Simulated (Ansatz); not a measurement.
# Phonon transport in C (Diamond, Fd-3m)

Wanted: κ(T), lifetimes and mean free paths for C (Diamond).

Measurements to reproduce:
- thermal conductivity 2200 W/m/K near room temperature (given in “Predicting the lattice thermal conductivity of solids by solving the Boltzmann transport equation: AFLOW - AAPL an automated, accurate and efficient framework”, 2017, arXiv:1611.05481)

Method: DFT LDA, scalar-relativistic, plane waves, PAW; PAW set soft_1, in Ansatz 0.2.0.

Most raw output is cut from this account.

## (1) Set-up

The structure is cubic, space group Fd-3m (No. 227). The conventional cell has a = 3.567 Å, b = 3.567 Å, c = 3.567 Å, α = 90.00°, β = 90.00°, γ = 90.00°. C has 4 C at 1.54 Å nearest.

## (2) Probe on a coarse mesh

A cheap single point shows whether the cell is a metal or an insulator and how far it is from rest; that sets the k-mesh and the occupations of what follows.

Input file input.yaml:

```yaml
crystal:
  lattice:
    - [0.0, 1.78337, 1.78337]
    - [1.78337, 0.0, 1.78337]
    - [1.78337, 1.78337, 0.0]
  atoms:
    - { symbol: C, position: [0.0, 0.0, 0.0] }
    - { symbol: C, position: [0.25, 0.25, 0.25] }
kpoints:
  mp_grid: { grid: [8, 8, 8] }
hamiltonian:
  xc: lda
  pseudopotentials: { kind: paw, azcp: { folder: soft_1 }, xc_functional: pbe }
scf:
  occupations: { method: gaussian, width: 0.1 }
  lower_state_search: "off"
output:
  forces: true
  stress: true
  eigenvalues: true
```

Launch:

```sh
ansatz run input.yaml --threads 18 --pin off --max-ram 92160MiB --backend cuda --events-out ev --progress --plain --runs-dir out
```

The job ended after 1.5 s (1 × NVIDIA GB200 with 18 threads of Arm Neoverse V2, shared host; peak memory 0.98 GiB).

A gap read on the k-mesh alone can miss the band edges.

This step gave:

```
pressure          : -13.19 GPa
gap on the k-mesh : 4.107 eV
volume per atom   : 5.672 Å³/atom
```

The start is under -13 GPa at this level and looks like an insulator or semiconductor on this mesh.

## (3) A loose first relaxation

The start is far from rest, so a relaxation with loose thresholds first brings it near the minimum.

input.yaml, as its differences from that of step 2:

```diff
@@ -9,3 +9,3 @@
 kpoints:
-  mp_grid: { grid: [8, 8, 8] }
+  mp_grid: { grid: [10, 10, 10] }
 hamiltonian:
@@ -20 +20,6 @@
   eigenvalues: true
+relax:
+  adjacent_minimum: "off"
+  f_tol: 0.05
+  max_steps: 80
+  cell: { stress_tol: 0.5 }
```

Run time: 2.1 s. Hardware: 1 × NVIDIA GB200 with 18 threads; peak memory 1 GiB; 3.9 s of CPU time.

Step by step:

| step | energy less that of the first step (eV) | largest force component (eV/Å) | pressure (GPa) | volume (Å³) |
| --- | --- | --- | --- | --- |
| 1 | 0.0000 | 0.0000 | -13.21 | 11.34 |
| 2 | -0.0128 | 0.0000 | -5.19 | 11.14 |
| 3 | -0.0155 | 0.0000 | 0.20 | 11.01 |
| 4* | -0.0141 | 0.0000 | -0.01 | 11.01 |

Relaxation steps marked * repeat the geometry before them on a plane-wave basis chosen anew for their cell, so energy and pressure can jump there.

The run keeps the 48 symmetry operations that it works with, so distortions that break them were not tested.

| conventional cell, symmetrised | before | after | change |
| --- | --- | --- | --- |
| a (Å) | 3.567 | 3.531 | -1.0 % |
| b (Å) | 3.567 | 3.531 | -1.0 % |
| c (Å) | 3.567 | 3.531 | -1.0 % |
| volume (Å³/atom) | 5.67 | 5.51 | -2.9 % |

The relaxed structure:

```xyz
2
Lattice="0.0000 1.7657 1.7657 1.7657 0.0000 1.7657 1.7657 1.7657 0.0000" Properties=species:S:1:pos:R:3 pbc="T T T"
C     0.0000    0.0000    0.0000
C     0.8829    0.8829    0.8829
```

This step gave:

* pressure: -0.01484 GPa
* gap on the k-mesh: 4.211 eV
* volume per atom: 5.505 Å³/atom

The relaxation ends with a pressure of -0.01 GPa.

## (4) Relaxation

Phonons are second derivatives about a minimum, so cell and atoms are relaxed first, inside the symmetry of the start.

input.yaml, the sections that differ from step 3:

```yaml
crystal:
  lattice:
    - [0.0, 1.7657492451, 1.7657492451]
    - [1.7657492451, 0.0, 1.7657492451]
    - [1.7657492451, 1.7657492451, 0.0]
  atoms:
    - { symbol: C, position: [0.0, 0.0, 0.0] }
    - { symbol: C, position: [0.25, 0.25, 0.25] }
kpoints:
  mp_grid: { grid: [12, 12, 12] }
scf:
  occupations: { method: gaussian, width: 0.02 }
  lower_state_search: "off"
relax:
  adjacent_minimum: "off"
  f_tol: 0.005
  max_steps: 80
  cell: { stress_tol: 0.05 }
# hamiltonian, output: as in step 3
```

Wall time 1.7 s (1 × NVIDIA GB200 with 18 threads); peak memory 0.98 GiB; 3.2 s of CPU time.

Little changed from the start: no atom moved by 0.005 Å and no cell edge by 0.1 %.

This step gave:

- pressure: -0.02129 GPa
- gap on the k-mesh: 4.202 eV

## (5) Tight relaxation

The thresholds are tightened for a last relaxation ahead of the phonons, and where mesh or smearing change with them the cell follows.

input.yaml, the sections that differ from step 4:

```yaml
scf:
  occupations: { method: fixed }
  lower_state_search: "off"
relax:
  adjacent_minimum: "off"
  f_tol: 0.001
  max_steps: 60
  cell: { stress_tol: 0.01 }
# crystal, kpoints, hamiltonian, output: as in step 4
```

Run time: 1.9 s. Hardware: 1 × NVIDIA GB200 with 18 threads; peak memory 0.98 GiB; 3.6 s of CPU time.

Little changed from the start: no atom moved by 0.005 Å and no cell edge by 0.1 %.

This step gave:

```
pressure : -0.009032 GPa
```

The residual pressure is -0.0090 GPa, small enough for phonons.

## (6) A faulty attempt

This input was changed on purpose, to see how the program answers.

Input file input.yaml:

```yaml
crystal:
  lattice:
    - [0.0, 1.7657338789, 1.7657338789]
    - [1.7657338789, 0.0, 1.7657338789]
    - [1.7657338789, 1.7657338789, 0.0]
  atoms:
    - { symbol: C, position: [0.0, 0.0, 0.0] }
    - { symbol: C, position: [0.25, 0.25, 0.25] }
kpoints:
  mp_grid: { grid: [12, 12, 12] }
hamiltonian:
  xc: lda
  pseudopotentials: { kind: paw, azcp: { folder: soft_1 }, xc_functional: pbe }
scf:
  occupations: { method: fixed }
  lower_state_search: "off"
  max_iter: 60
output:
  eigenvalues: true
phonons:
  method: dfpt
  qmesh: [3, 3, 3]
  third_order: { supercell: [3, 3, 3], pair_cutoff: 1.679 }
  lattice_thermal_conductivity:
    qmesh: [15, 15, 15]
    temperatures: [300]
    isotope_mass_variance: [{ species: C, variance: 7.387e-05 }]
```

Elapsed: 0.04 s, on 18 threads; peak memory 0.035 GiB.

The input was rejected at the start.

The program's message: “Error: 2 input errors — fix all and re-run
  1. invalid value for `phonons.third_order`: set with method: dfpt — the third-order batch displaces pairs of atoms in a supercell, which dfpt does not buil …”

The fault put into the input: third order asked of linear response.

## (7) A cheap rung

A small supercell and a short cutoff cost little, and show how far such settings carry.

input.yaml, the sections that differ from step 6:

```yaml
scf:
  occupations: { method: fixed }
  lower_state_search: "off"
phonons:
  method: fd
  dielectric: false
  qmesh: [6, 6, 6]
  temperatures: { t_max: 1000, t_step: 50 }
  qpath:
    path:
      - [[0.0, 0.0, 0.0], [0.5, 0.0, 0.5], [0.5, 0.25, 0.75], [0.375, 0.375, 0.75], [0.0, 0.0, 0.0], [0.5, 0.5, 0.5], [0.625, 0.25, 0.625], [0.5, 0.25, 0.75], [0.5, 0.5, 0.5], [0.375, 0.375, 0.75]]
      - [[0.625, 0.25, 0.625], [0.5, 0.0, 0.5]]
    npoints: 10
  third_order: { supercell: [3, 3, 3], pair_cutoff: 3.078 }
  lattice_thermal_conductivity:
    qmesh: [17, 17, 17]
    temperatures: [50.0, 100.0, 150.0, 200.0, 300.0, 400.0, 500.0, 600.0, 800.0, 1000.0]
    isotope_mass_variance: [{ species: C, variance: 7.387e-05 }]
# crystal, kpoints, hamiltonian, output: as in step 6
```

It took 67 s on 1 × NVIDIA GB200 with 18 threads; peak memory 1.5 GiB.

This step gave:

| Property | Result |
| --- | --- |
| Γ frequencies | 0, 0, 0, 1323, 1323, 1323 cm⁻¹ (negative: imaginary) |
| lowest frequency on the path | 0 cm⁻¹ |
| zero-point energy | 0.3674 eV/cell |
| point group | m-3m |
| highest frequency | 1343 cm⁻¹ |
| Debye temperature from the second moment | 1903 K |
| κ at 300 K (relaxation time) | 2195 W/m/K |
| κ at 300 K (full solution) | 2657 W/m/K |
| dipole term | none |
| mean free path at half of κ | 657 nm |
| share of κ above the three lowest branches | 0.006 |
| third-order blocks | 842 |
| periodic aliases dropped | 168 |
| largest relative sum-rule correction | 0.1300 |
| displaced cells, third order | 74 |

W/m/K. Kappa, by row:

| T (K) | RTA xx | RTA yy | RTA zz | full xx | full yy | full zz | coherence part xx | coherence part yy | coherence part zz | ending | iterations | least Ritz value |
| --- | --- | --- | --- | --- | --- | --- | --- | --- | --- | --- | --- | --- |
| 50 | 44290 | 44290 | 44290 | 47140 | 47140 | 47140 | 2.92e-6 | 2.92e-6 | 2.92e-6 | converged | 5 | 0.757 |
| 100 | 22000 | 22000 | 22000 | 25560 | 25560 | 25560 | 1.16e-4 | 1.16e-4 | 1.16e-4 | converged | 7 | 0.584 |
| 150 | 9679 | 9679 | 9679 | 11500 | 11500 | 11500 | 0.001368 | 0.001368 | 0.001368 | converged | 8 | 0.531 |
| 200 | 4807 | 4807 | 4807 | 5743 | 5743 | 5743 | 0.007293 | 0.007293 | 0.007293 | converged | 8 | 0.525 |
| 300 | 2195 | 2195 | 2195 | 2657 | 2657 | 2657 | 0.04212 | 0.04212 | 0.04212 | converged | 8 | 0.518 |
| 400 | 1509 | 1509 | 1509 | 1838 | 1838 | 1838 | 0.09825 | 0.09825 | 0.09825 | converged | 8 | 0.505 |
| 500 | 1195 | 1195 | 1195 | 1454 | 1454 | 1454 | 0.1589 | 0.1589 | 0.1589 | converged | 8 | 0.491 |
| 600 | 1006 | 1006 | 1006 | 1219 | 1219 | 1219 | 0.2153 | 0.2153 | 0.2153 | converged | 9 | 0.479 |
| 800 | 775 | 775 | 775 | 933.8 | 933.8 | 933.8 | 0.3077 | 0.3077 | 0.3077 | converged | 9 | 0.461 |
| 1000 | 634.3 | 634.3 | 634.3 | 761.4 | 761.4 | 761.4 | 0.3782 | 0.3782 | 0.3782 | converged | 9 | 0.447 |

This rung gives 2195 W/(m K) at 300 K by relaxation time, but with 54 atoms, 3 neighbour distances inside the cutoff and a 17×17×17 mesh it is a test, not the conductivity of the crystal.

[end of part 1 of 2]

[Logs are printed without paths, hosts, clocks, repeated set-up lines and the standing remarks that a program may print on its own settings, such as how far it seeks lower states.]

[Hosts, paths, dates, database ids (printed as entryN), source tags and the programs' standing remarks are cut or masked in the printed files.]

[A step with changed settings may run another functional than the one named; its input shows which.]
